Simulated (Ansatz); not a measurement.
**Resistivity from frozen vibrations: Ti(0001) with 2 thermally displaced layers, 2x2**

Wanted: the phonon-limited resistivity of Ti at 273 K by the Landauer route.

Calculated with Ansatz 0.2.0; Ansatz plane-wave DFT, PBE, PAW files; ballistic transport by layer matching (Landauer), zero bias; PAW set soft_1.

### 1. Set-up

The cell holds 48 atoms: 48 Ti. Cell: a = 5.900 Å, b = 5.900 Å, c = 28.116 Å, α = 90.0°, β = 90.0°, γ = 120.0°. It derives from Ti. Regions: lead, 40 atoms (40 Ti); scattering region, 8 atoms (8 Ti). The structure is stacked along c, and the current runs across the ab planes.

### 2. With 2 displaced layers

Each atom of 2 layers is moved at random, by amounts drawn from a normal law 0.0708 Å wide in each direction from the Debye model (420 K) at 273 K. The layers about the cell's end stay perfect and serve as the lead. Disorder leaves little or no symmetry, which makes such runs dear. Energies from -0.05 to 0.05 eV in steps of 0.05 eV are too few for the program's thermal sum, so it prints no conductance; for a metal the transmission near the Fermi level serves, at a fraction of the cost.

File input.yaml:

```yaml
crystal:
  lattice:
    - [5.9, 0.0, 0.0]
    - [-2.95, 5.1095498823, 0.0]
    - [0.0, 0.0, 28.116]
  atoms:
    - { symbol: Ti, position: [0.1666666667, 0.3333333333, 0.0416666667] }
    - { symbol: Ti, position: [0.1666666667, 0.8333333333, 0.0416666667] }
    - { symbol: Ti, position: [0.6666666667, 0.3333333333, 0.0416666667] }
    - { symbol: Ti, position: [0.6666666667, 0.8333333333, 0.0416666667] }
    - { symbol: Ti, position: [0.3333333333, 0.1666666667, 0.125] }
    - { symbol: Ti, position: [0.3333333333, 0.6666666667, 0.125] }
    - { symbol: Ti, position: [0.8333333333, 0.1666666667, 0.125] }
    - { symbol: Ti, position: [0.8333333333, 0.6666666667, 0.125] }
    - { symbol: Ti, position: [0.1666666667, 0.3333333333, 0.2083333333] }
    - { symbol: Ti, position: [0.1666666667, 0.8333333333, 0.2083333333] }
    - { symbol: Ti, position: [0.6666666667, 0.3333333333, 0.2083333333] }
    - { symbol: Ti, position: [0.6666666667, 0.8333333333, 0.2083333333] }
    - { symbol: Ti, position: [0.3333333333, 0.1666666667, 0.2916666667] }
    - { symbol: Ti, position: [0.3333333333, 0.6666666667, 0.2916666667] }
    - { symbol: Ti, position: [0.8333333333, 0.1666666667, 0.2916666667] }
    - { symbol: Ti, position: [0.8333333333, 0.6666666667, 0.2916666667] }
    - { symbol: Ti, position: [0.1666666667, 0.3333333333, 0.375] }
    - { symbol: Ti, position: [0.1666666667, 0.8333333333, 0.375] }
    - { symbol: Ti, position: [0.6666666667, 0.3333333333, 0.375] }
    - { symbol: Ti, position: [0.6666666667, 0.8333333333, 0.375] }
    - { symbol: Ti, position: [0.3339265363, 0.1648371251, 0.4599451634] }
    - { symbol: Ti, position: [0.3308821908, 0.6592480953, 0.4592434039] }
    - { symbol: Ti, position: [0.8555312899, 0.1797829434, 0.4565621567] }
    - { symbol: Ti, position: [0.8138403017, 0.6580348383, 0.4584373435] }
    - { symbol: Ti, position: [0.1372658459, 0.3303032524, 0.5385309301] }
    - { symbol: Ti, position: [0.1541152881, 0.8257958031, 0.5408705953] }
    - { symbol: Ti, position: [0.678822618, 0.3477712688, 0.5413431677] }
    - { symbol: Ti, position: [0.67844946, 0.8241209452, 0.5425513551] }
    - { symbol: Ti, position: [0.3333333333, 0.1666666667, 0.625] }
    - { symbol: Ti, position: [0.3333333333, 0.6666666667, 0.625] }
    - { symbol: Ti, position: [0.8333333333, 0.1666666667, 0.625] }
    - { symbol: Ti, position: [0.8333333333, 0.6666666667, 0.625] }
    - { symbol: Ti, position: [0.1666666667, 0.3333333333, 0.7083333333] }
    - { symbol: Ti, position: [0.1666666667, 0.8333333333, 0.7083333333] }
    - { symbol: Ti, position: [0.6666666667, 0.3333333333, 0.7083333333] }
    - { symbol: Ti, position: [0.6666666667, 0.8333333333, 0.7083333333] }
    - { symbol: Ti, position: [0.3333333333, 0.1666666667, 0.7916666667] }
    - { symbol: Ti, position: [0.3333333333, 0.6666666667, 0.7916666667] }
    - { symbol: Ti, position: [0.8333333333, 0.1666666667, 0.7916666667] }
    - { symbol: Ti, position: [0.8333333333, 0.6666666667, 0.7916666667] }
    - { symbol: Ti, position: [0.1666666667, 0.3333333333, 0.875] }
    - { symbol: Ti, position: [0.1666666667, 0.8333333333, 0.875] }
    - { symbol: Ti, position: [0.6666666667, 0.3333333333, 0.875] }
    - { symbol: Ti, position: [0.6666666667, 0.8333333333, 0.875] }
    - { symbol: Ti, position: [0.3333333333, 0.1666666667, 0.9583333333] }
    - { symbol: Ti, position: [0.3333333333, 0.6666666667, 0.9583333333] }
    - { symbol: Ti, position: [0.8333333333, 0.1666666667, 0.9583333333] }
    - { symbol: Ti, position: [0.8333333333, 0.6666666667, 0.9583333333] }
kpoints:
  mp_grid: { grid: [4, 4, 1] }
hamiltonian:
  xc: pbe
  pseudopotentials: { kind: paw, azcp: { folder: soft_1 } }
scf:
  occupations: { method: fermi_dirac, width: 0.1 }
output:
  transmission: { leads: [[0, 8]], kmesh: [8, 8], e_range: [-0.05, 0.05], de: 0.05 }
  write_potential: true
  write_density: true
  volumetric_format: npy
  elf: true
```

Launch:

```
ansatz run input.yaml --threads 4 --pin off --max-ram 15360MiB --backend cpu --events-out ev --progress --plain --runs-dir out
```

Numbers of over 12 decimals in the logs are rounded to 6 here.

What it wrote:

```text
Engine: ansatz 0.2.0, aarch64-unknown-linux-gnu
Pseudopotentials: kind: paw
Pseudopotential: Ti, paw, valence charge 12, recommended cutoff 420 eV (normal), soft_1/Ti.paw.azcp
Functional definition: PBE
  parameter kappa = 0.804
  parameter beta = 0.066725
  exchange = pbe_x(kappa = kappa, mu = beta*pi^2/3)
  correlation = pbe_c(beta = beta)
Crystal: 48 atoms, lattice volume = 847.595 Å³
Basis set: ecut = 420 eV, 16425 PW (Γ)
Bands: 346, of which v1, the nominal top of the filled ones, is band 288 counted from 1 (287 counted from 0)
Symmetry: 1 space group operations
Space group: P1 (ITA 1), of the structure as read, at distance tolerance 9.5e-5 Å
k-points: 10 of 16 (time reversal used)
Non-local potential: Ti, projectors of the file, l = 0: 3, l = 1: 2, l = 2: 3, l = 3: 1
PAW form: soft (Blöchl's): semilocal exchange-correlation on the pseudo side does not see the compensation charge
PAW one-centre angular grid: Ti, 590 points (default); XC on 64 Gauss nodes
Initial density: superposition of atomic densities (chi_scale 0.1, normalization cell)
Initial wavefunctions: pseudopotential atomic-orbital guess
Functional: x = pbe(κ = 0.804, μ = 0.219515), c = pbe(β = 0.066725)
SCF iter   1: F=—  HF=-119994.204559 eV  |F-HF|=—  |Δ(HF+E_count)|=         —  Δρ=5.84e-2  dr2=3.30e1  ethr=3.10e-3  ⟨swp⟩=7.3  Hψ=12652  notcnv=0
preconditioner: auto → Kerker (q_TF=auto, 2.558 Å⁻¹)  [metal: Δε(μ)=0.051 eV  Ē_g=2.561 eV  σ=0.100 eV  W_gap=0.13  n_scr=268 (ndim 8)  ℏωp=17.7 eV  f_vac=0.000  D(μ)=43.20/eV (n_scr^D=380)]
SCF iter   2: F=—  HF=-119986.435556 eV  |F-HF|=—  |Δ(HF+E_count)|=    7.77e0  Δρ=2.61e-2  dr2=7.09e0  ethr=3.10e-3  ⟨swp⟩=2.1  Hψ=5397  notcnv=0
SCF iter   3: F=—  HF=-119984.613447 eV  |F-HF|=—  |Δ(HF+E_count)|=    1.82e0  Δρ=5.71e-3  dr2=2.36e-1  ethr=1.23e-3  ⟨swp⟩=3.2  Hψ=5706  notcnv=0
SCF iter   4: F=—  HF=-119984.610657 eV  |F-HF|=—  |Δ(HF+E_count)|=   2.79e-3  Δρ=1.06e-3  dr2=9.89e-3  ethr=4.09e-5  ⟨swp⟩=4.1  Hψ=5009  notcnv=0  defer=1
SCF iter   5: F=—  HF=-119984.610566 eV  |F-HF|=—  |Δ(HF+E_count)|=   9.16e-5  Δρ=2.71e-4  dr2=8.82e-4  ethr=1.72e-6  ⟨swp⟩=2.0  Hψ=4560  notcnv=0
SCF iter   6: F=—  HF=-119984.610550 eV  |F-HF|=—  |Δ(HF+E_count)|=   1.61e-5  Δρ=6.31e-5  dr2=3.85e-5  ethr=1.53e-7  ⟨swp⟩=2.0  Hψ=4163  notcnv=0
SCF iter   7: F=—  HF=-119984.611829 eV  |F-HF|=—  |Δ(HF+E_count)|=   1.28e-3  Δρ=1.88e-5  dr2=4.27e-6  ethr=6.68e-9  ⟨swp⟩=2.0  Hψ=4737  notcnv=0
SCF iter   8: F=—  HF=-119984.611828 eV  |F-HF|=—  |Δ(HF+E_count)|=   3.63e-7  Δρ=5.74e-6  dr2=4.10e-7  ethr=7.41e-10  ⟨swp⟩=2.0  Hψ=4407  notcnv=0
SCF iter   9: F=-119984.611828 eV  HF=-119984.611828 eV  |F-HF|=1.73e-8  |Δ(HF+E_count)|=   2.04e-8  Δρ=1.40e-6  dr2=2.37e-8  ethr=1.74e-11  ⟨swp⟩=7.6  Hψ=7977  notcnv=0
SCF 1 converged in 9 iterations: F = -119984.611828 eV  dr2 = 2.37e-8
  greatest PAW one-centre occupation: 0.999 electrons in one spin orbital (limit 2), on the Ti atom at site 29 (counted from 0), in its partial waves of l = 0
transmission: 123 of 1190 steps passed
transmission: 246 of 1190 steps passed
[...]
transmission: 1190 of 1190 steps passed
SCF converged after 9 iterations
Free energy (F): -119984.611828 eV
Harris-Foulkes:  -119984.611828 eV  (|F-HF|=1.73e-8)
Internal energy: -119982.755845 eV  (E = F + TS)
E sigma→0 (E₀):  -119983.683837 eV
Entropy (-TS):   -1.855983 eV (-38.666 meV/atom)
Fermi energy:    13.007632 eV
--- Per-component energies (eV) ---
  E_band       = -7763.073520
  E_kinetic    = 13473.195145
  E_local      = -42385.827652  (includes V_loc(G=0)·N_el)
  E_nonlocal   = 2898.533251
  E_hartree    = 16780.896543
  E_xc         = -5568.664970
  E_vxc        = -6972.255371  (∫ρ·V_xc dr)
  E_paw        = -50019.110530  (= ΣΔE_a)
  E_vpaw       = -8338.491361  (= ΣTr[D̂ρ^β])
  E_aug_tail   = -0.003888  (compensation charges beyond the density's cutoff)
  E_ewald      = -55161.773744
  E_smearing   = -1.855983  (= −TS)
  E_closure    = 0.000000  (closes the sum)
  Σ components = -119984.611828   (vs F -119984.611828, Δ=0.00e0)
--- Band table (eV; the first three rows and the last of 10) ---
  k-point 0: bands = [... 284 lower, 13.5280, 13.5293, 13.5395, 13.5969, 13.6166, 13.6278, 13.6331, 13.6449, ... 54 higher]
  k-point 1: bands = [... 284 lower, 13.2522, 13.2591, 13.2733, 13.2761, 13.2866, 13.2877, 13.3109, 13.3272, ... 54 higher]
  k-point 2: bands = [... 284 lower, 12.7812, 12.7870, 12.8303, 12.8483, 12.8842, 12.9071, 12.9248, 12.9298, ... 54 higher]
  k-point 9: bands = [... 284 lower, 12.7772, 12.7948, 12.8206, 12.8414, 12.9004, 12.9105, 12.9271, 12.9315, ... 54 higher]
--- Transmission ---
  basis      : 253 plane waves across, 35 finite elements along
  points     : 34, standing for a mesh of 8 x 8
  energies   : 3 from -0.050000 to 0.050000 eV about the Fermi level, 0.050000 eV apart; the leads are filled to 0.000000 eV, and channels, transmission and decay are at 0.000000 eV
  crystal 0  : Ti8, at the sites [0, 8], period 4.6860 Å, over 23.43 Å; its Hamiltonian steps by up to 4.3 meV
    offset         : up to 0.0000 Å between an atom of the period and one for which it stands
    channels       : 2.656250e0 a spin
    conductance    : none, the energies end too early or step too widely for 300 K: set another output.transmission.e_range or a lower de, or, where they end at an eighth of basis.ecutwfc, a higher one
  junction   : crystal 0 to crystal 0, 0.70 to 24.13 Å
    transmission   : 2.379745e0 a spin
    conductance    : none, the energies end too early or step too widely for 300 K: set another output.transmission.e_range or a lower de, or, where they end at an eighth of basis.ecutwfc, a higher one
```

Run time: 11 min. Hardware: 4 threads of Arm Neoverse V1, shared host; peak memory 5.8 GiB.

Reading the cycles: dr2 is the Hartree energy of the density residual (eV), the measure of convergence; HF is the Harris–Foulkes estimate of the energy, which meets the free energy F at convergence.

Numbers from this step:

```
free energy                                    : -119984.6118 eV
energy at zero smearing                        : -119983.6838 eV
Fermi energy                                   : 13.01 eV
cell area                                      : 30.15 Å²
transmission per spin nearest the Fermi level  : 2.380
open channels per spin nearest the Fermi level : 2.656
step of the lead's potential                   : 4.3 meV
```

Per spin. Table of transmission, zone mean by energy, zero at the Fermi level:

```
energy (eV)  transmission, zone mean
    -0.0500                     2.05
     0.0000                     2.38
     0.0500                     2.57
```

Per spin. The open channels, zone mean, lead by energy, zero at the Fermi level:

```
energy (eV)  open channels, zone mean, lead
    -0.0500                            2.25
     0.0000                            2.66
     0.0500                            3.22
```

Transmission over k1 and k2. At 0.0000 eV from the Fermi level.

Values, 8 rows by 8 columns:
```
1.92 4.90 2.90 2.89 4.74 1.82 1.67 1.75
1.86 2.93 1.96 1.96 1.96 2.92 1.88 1.51
1.55 2.92 1.95 1.88 1.88 1.95 2.93 1.59
3.24 4.89 1.93 1.88 1.31 1.88 1.93 4.89
1.55 1.59 2.93 1.95 1.88 1.88 1.95 2.92
1.86 1.51 1.88 2.92 1.96 1.96 1.96 2.93
1.92 1.75 1.67 1.82 4.74 2.89 2.90 4.90
3.56 1.91 1.84 1.80 3.27 1.80 1.84 1.91
```
Columns: k1 (b1) from -0.5 to 0.375; rows upwards: k2 (b2) from -0.5 to 0.375.

Open channels over k1 and k2. At 0.0000 eV from the Fermi level.

Ten even steps from '0' (2.00) to '9' (6.00):
```
09229000
02000200
02000020
59000009
00200002
00020002
00009229
50005000
```
Columns: k1 (b1) from -0.5 to 0.375; rows upwards: k2 (b2) from -0.5 to 0.375.

Valence density in the ca plane at fractional y = 0.165, with atoms of Ti within 0.2 Å of it. It is the smooth field of the valence electrons, not physical close to the nuclei.

Values in units of 1e0 e/Å³, 9 rows by 16 columns, each cell a mean:
```
0.2 0.8 3.3 0.3 0.2 0.2 2.9 2.6 0.2 0.3 0.3 3.2 1.0 0.2 0.2 0.6
0.2 1.9 7.9 0.4 0.2 0.2 4.8 4.3 0.2 0.2 0.4 7.5 2.3 0.2 0.2 1.3
0.2 0.5 1.6 0.2 0.3 0.2 0.7 0.7 0.2 0.2 0.2 1.6 0.5 0.2 0.2 0.4
0.4 0.2 0.2 0.2 0.5 0.2 0.2 0.2 0.2 0.3 0.2 0.2 0.2 0.3 0.4 0.2
0.3 0.3 0.9 0.2 0.3 0.2 0.5 0.7 0.2 0.2 0.2 0.8 0.3 0.2 0.3 0.3
0.2 1.7 7.0 0.4 0.2 0.2 3.8 5.1 0.2 0.2 0.3 6.7 2.0 0.2 0.2 1.1
0.2 1.2 4.9 0.3 0.2 0.2 2.6 3.5 0.2 0.2 0.3 4.7 1.4 0.2 0.2 0.8
0.3 0.2 0.4 0.2 0.4 0.2 0.3 0.3 0.2 0.3 0.2 0.4 0.2 0.3 0.3 0.2
0.3 0.2 0.2 0.2 0.4 0.2 0.3 0.3 0.3 0.5 0.2 0.2 0.2 0.3 0.4 0.2
```
Columns run along c (16.0 Å, from fractional 0.22 to 0.78 of the cell), rows up along a (5.9 Å). Atoms in or near the plane, at fractional coordinates: Ti at (0.29, 0.33), Ti at (0.29, 0.83), Ti at (0.46, 0.33), Ti at (0.46, 0.86), Ti at (0.62, 0.33), Ti at (0.62, 0.83).

Electrostatic potential energy in the ca plane at fractional y = 0.165, with atoms of Ti within 0.2 Å of it. With pseudopotentials it is smooth inside the atoms' cores, unlike the true potential.

Ten even steps from '0' (-29 eV) to '9' (15 eV), each cell a mean:
```
89996324799988998421379987899863247999889986
99983000489999997100058999999720015899999972
99972000389999996100049999999610004899999961
99984001489999998310269999999730015899999972
89997435799888999755689998899964358998889986
68999888999766899998999987789998889997668999
57999999999755799999999976689999999986558999
68999878999766899987899987789998789997678999
89996324799988999632379999999863247999889986
99983000489999998300048999999720015899999972
99972000389999997200038999999610004899999961
99984001489999998400148999999730015899999972
89997435799888999743479999999964358998889986
68999888999766899988899977799998889997668999
57999999999755799999999864689999999986558999
68999878999766899876899865689998789997678999
```
Columns run along c (16.0 Å, from fractional 0.22 to 0.78 of the cell; values clipped at the 3rd and 97th percentile), rows up along a (5.9 Å). Atoms in or near the plane, at fractional coordinates: Ti at (0.29, 0.33), Ti at (0.29, 0.83), Ti at (0.46, 0.33), Ti at (0.46, 0.86), Ti at (0.62, 0.33), Ti at (0.62, 0.83).

ELF in the ca plane at fractional y = 0.165, with atoms of Ti within 0.2 Å of it. It is the smooth field of the valence electrons, not physical close to the nuclei.

Ten even steps from '0' (0.10) to '9' (0.73), each cell a mean:
```
12311574013211230378502200023115730232113301
77515999416777741799932554574169983267777417
99517989616999952898942799995289894279998428
66514998315656641589712666674159982266566416
12310453023111231023103311123114520231112311
10132101231011024211144100002320013310100232
20155223540022015422354001002542235400310254
00231000231010023100013100003310002310100231
12311574013211231157401321133015730232113301
77515999416777751599941577663169993267777417
99517989617999951798961699873289894279998428
66414998315655651499831576663059982266566416
12310453023111132035302321123114520231112311
10142101231011024210133100003310013310100232
20155223540022025421353013103542235400310254
00231000231010022001022012102310002310100231
```
Columns run along c (16.0 Å, from fractional 0.22 to 0.78 of the cell), rows up along a (5.9 Å). Atoms in or near the plane, at fractional coordinates: Ti at (0.29, 0.33), Ti at (0.29, 0.83), Ti at (0.46, 0.33), Ti at (0.46, 0.86), Ti at (0.62, 0.33), Ti at (0.62, 0.83).

Over the solved energies the transmission per spin lies between 2.05 and 2.57, out of 2.71 channels of the lead on average (up to 3.22).

[end of part 1 of 2]

[Logs are printed without paths, hosts, clocks, repeated set-up lines and the standing remarks that a program may print on its own settings, such as how far it seeks lower states.]

[Hosts, paths, dates, database ids (printed as entryN), source tags and the programs' standing remarks are cut or masked in the printed files.]
